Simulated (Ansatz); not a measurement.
# Moving the knobs of a GW run on Sr2SiS4 (P2_1/m)

A base run on Sr2SiS4 (P2_1/m), then changed inputs.

Program: Ansatz 0.2.0. Level of theory: G0W0 on r2SCAN, plane waves, PAW. Results are calculated unless marked as measured.

This is a report of a sequence of runs, with most program output left out.

In doubt: masses and optical values from hybrid runs of this build are listed as unsure (step 3), which bears on the screening that GW takes from such a start.

### Step 1. Starting point

Symmetry: P2_1/m, No. 11, monoclinic system. Conventional cell: a = 6.609 Å, b = 6.660 Å, c = 8.262 Å, α = 90.00°, β = 108.22°, γ = 90.00°. Nearest to Sr lie 9 S at 2.96 to 3.80 Å and 4 Si at 3.51 to 3.93 Å. Nearest to Sr lie 8 S at 3.04 to 3.46 Å and 3 Si at 3.71 to 3.89 Å. Nearest to Si lie 4 S at 2.12 to 2.13 Å and 7 Sr at 3.51 to 3.93 Å. Nearest to S lie 1 Si at 2.12 Å and 5 Sr at 3.03 to 3.80 Å. Nearest to S lie 1 Si at 2.13 Å and 4 Sr at 2.96 to 3.46 Å. S has 1 Si at 2.12 Å and 4 Sr at 3.01 to 3.13 Å nearest. Farther neighbours and most contacts between anions are not listed.

The cell and positions are those that the Materials Project relaxed with its own functionals (PBE, PBE+U or r2SCAN), kept fixed. The default PAW set here is soft_2. Its files were made with PBE.

### Step 2. The base run: 2×2×2 mesh, 904 empty bands, screening to 110 eV

G0W0 replaces the xc potential by the self-energy, built once from these orbitals. Only a window of levels is corrected, while the sums run over the empty bands that the input names.

File input.yaml:

```yaml
crystal:
  lattice:
    - [6.6087392105, 0.0, 0.0]
    - [0.0, 6.65954238, 0.0]
    - [-2.5827482587, 0.0, 7.848229828]
  atoms:
    - { symbol: Sr, position: [0.2836712, 0.75, 0.95180912] }
    - { symbol: Sr, position: [0.7163288, 0.25, 0.04819088] }
    - { symbol: Sr, position: [0.2248299, 0.75, 0.42926377] }
    - { symbol: Sr, position: [0.7751701, 0.25, 0.57073623] }
    - { symbol: Si, position: [0.72130103, 0.75, 0.7968462] }
    - { symbol: Si, position: [0.27869897, 0.25, 0.2031538] }
    - { symbol: S, position: [0.88645343, 0.75, 0.06157594] }
    - { symbol: S, position: [0.11354657, 0.25, 0.93842406] }
    - { symbol: S, position: [0.91690048, 0.75, 0.63566798] }
    - { symbol: S, position: [0.08309952, 0.25, 0.36433202] }
    - { symbol: S, position: [0.51038414, 0.50196672, 0.7372482] }
    - { symbol: S, position: [0.48961586, 0.00196672, 0.2627518] }
    - { symbol: S, position: [0.48961586, 0.49803328, 0.2627518] }
    - { symbol: S, position: [0.51038414, 0.99803328, 0.7372482] }
kpoints:
  mp_grid: { grid: [2, 2, 2] }
hamiltonian:
  xc: r2scan
scf:
  occupations: { method: fixed }
gw:
  n_empty_bands: 904
  ecut_chi: 110.0
  qp_bands: [v4, c4]
  qp_kpoints: band_edges
  screening: { model: contour_deformation }
```

Launch:

```
$ ansatz run input.yaml --threads 24 --pin off --max-ram 82944MiB --backend cuda --events-out ev --progress --plain --runs-dir out --devices 1 --max-vram 78GiB
```

It took 11 s on 1 × NVIDIA GB200 (shared by 2 runs) with 24 threads of Arm Neoverse V2, shared host; peak memory 4.4 GiB; 45 s of CPU time.

Numbers from this step:

| Property | Result |
| --- | --- |
| bands summed | 952 |
| RPA ε∞ on this mesh (eigenvalues) | 3.964, 4.009, 4.295 |
| plane waves in the screening matrix | 911 |
| q-points in the mesh | 8 |
| G0W0 gap on the mesh | 4.655 eV |
| k of the valence top | 0, 0, 0 |
| k of the conduction bottom | -0.5, 0, 0 |
| starting gap on the mesh | 3.399 eV |
| Z at the valence top | 0.7806 |
| Z at the conduction bottom | 0.8229 |
| least direct G0W0 gap on the computed points | 4.851 eV |

The gap on the mesh goes from 3.40 eV to 4.66 eV, a correction of +1.26 eV. Between the two edge states, bare exchange in place of the xc potential would open the gap by 7.02 eV, and correlation takes back 5.76 eV.

### Step 3. Variant: starting point

This step: G0W0 on r2SCANh, plane waves, PAW.

Edit input.yaml of step 2 so:

```diff
@@ -23,3 +23,3 @@
 hamiltonian:
-  xc: r2scan
+  xc: r2scanh
 scf:
@@ -27,4 +27,4 @@
 gw:
-  n_empty_bands: 904
-  ecut_chi: 110.0
+  n_empty_bands: 784
+  ecut_chi: 100
   qp_bands: [v4, c4]
```

Elapsed: 58 s, on 1 × NVIDIA GB200 (shared by 2 runs) with 24 threads; peak memory 3.5 GiB; 2.6 min of CPU time.

The G0W0 gap on the mesh is 4.852 eV.

Against the base:

```
              setting    base  variant
                start  r2SCAN  r2SCANh
          empty bands     904      784
screening cutoff (eV)   110.0      100
```

```
                                    quantity  variant   base
                    starting gap on the mesh    4.019  3.399
                        G0W0 gap on the mesh    4.852  4.655
least direct G0W0 gap on the computed points    5.053  4.851
                        Z at the valence top    0.796  0.781
                  Z at the conduction bottom    0.835  0.823
```

### Step 4. Variant: wider window of levels

This step: G0W0 on r2SCAN, plane waves, PAW.

Edit input.yaml of step 3 so:

```diff
@@ -23,3 +23,3 @@
 hamiltonian:
-  xc: r2scanh
+  xc: r2scan
 scf:
@@ -29,4 +29,4 @@
   ecut_chi: 100
-  qp_bands: [v4, c4]
-  qp_kpoints: band_edges
+  qp_bands: [v6, c6]
+  qp_kpoints: [[0, 0, 0]]
   screening: { model: contour_deformation }
```

Elapsed: 7.5 s, on 1 × NVIDIA GB200 (shared by 2 runs) with 24 threads; peak memory 4.3 GiB.

Absolute levels on the run's own zero. QP, by row:

```
k index  band  KS (eV)  Sigma_x (eV)  Sigma_c (eV)  Vxc (eV)       Z  QP linearised (eV)  QP (eV)  source  doubts
      0    43    4.544        -17.88         2.124    -15.02   0.781               3.799    3.806    root        
      0    44    4.774        -18.25         2.119    -15.41  0.7819               4.047    4.053    root        
      0    45    4.781        -17.79           2.2    -14.82  0.7789               4.005    4.012    root        
      0    46    4.965         -18.1         2.115    -15.24  0.7843               4.219    4.225    root        
      0    47     5.08        -18.23         2.131    -15.36  0.7849               4.328    4.334    root        
      0    48    5.283        -18.13         2.082    -15.34  0.7811               4.567    4.573    root        
      0    49    9.191        -7.302        -3.717    -11.51  0.8139               9.682     9.68    root        
      0    50    9.439        -5.873        -3.854    -10.25  0.8225               9.961    9.958    root        
      0    51    9.538        -7.423        -3.868    -11.93  0.8118               10.18    10.18    root        
      0    52    9.776        -6.463        -3.836    -10.87   0.816               10.35    10.34    root        
      0    53    9.896        -6.208        -3.981    -10.81  0.8166               10.52    10.51    root        
      0    54    9.935        -6.217         -3.74    -10.47  0.8173               10.45    10.45    root
```

Against the base:

```
              setting        base      variant
          empty bands         904          784
screening cutoff (eV)       110.0          100
         levels asked    v4 to c4     v6 to c6
         points asked  band edges  [[0, 0, 0]]
```

### Step 5. Outcome

```json
{"base": "4.66 eV, 11 s", "starting point": "4.85 eV, 58 s", "wider window of levels": "direct gap at the listed points 5.11 eV, 7.5 s"}
```

In words: Starting point: the gap moves by +0.20 eV and the time by a factor of 5.1. The variant differs from the base in start, empty bands and screening cutoff together, so the change can't be laid to one of them. Wider window of levels: only the listed points were computed; the least direct gap there is 5.11 eV, with empty bands, screening cutoff, levels asked and points asked changed against the base. All runs here use a coarse mesh and modest cutoffs; they test settings and are not final values. The 2×2×2 mesh is coarse for this cell (its supercell is 13 Å along the shortest edge). The RPA ε∞ on it, from the r2SCAN start, is 3.96, 4.01 and 4.30; such meshes misread the long-range screening, most where the gap is narrow. The many-body steps are scalar-relativistic: spin-orbit coupling is not in them.

[Paths, hosts, dates, memory and timing lines, banners, echoed tables and standing remarks are left out of the program output.]

[Logs are printed without paths, hosts, clocks, repeated set-up lines and the standing remarks that a program may print on its own settings, such as how far it seeks lower states.]

[Runs of the session that timed out or met a known fault of the program may be left out.]

[Cells called generated may have been cut or substituted from an entry of the Crystallography Open Database or the Materials Project.]

[Hosts, paths, dates, database ids (printed as entryN), source tags and the programs' standing remarks are cut or masked in the printed files.]
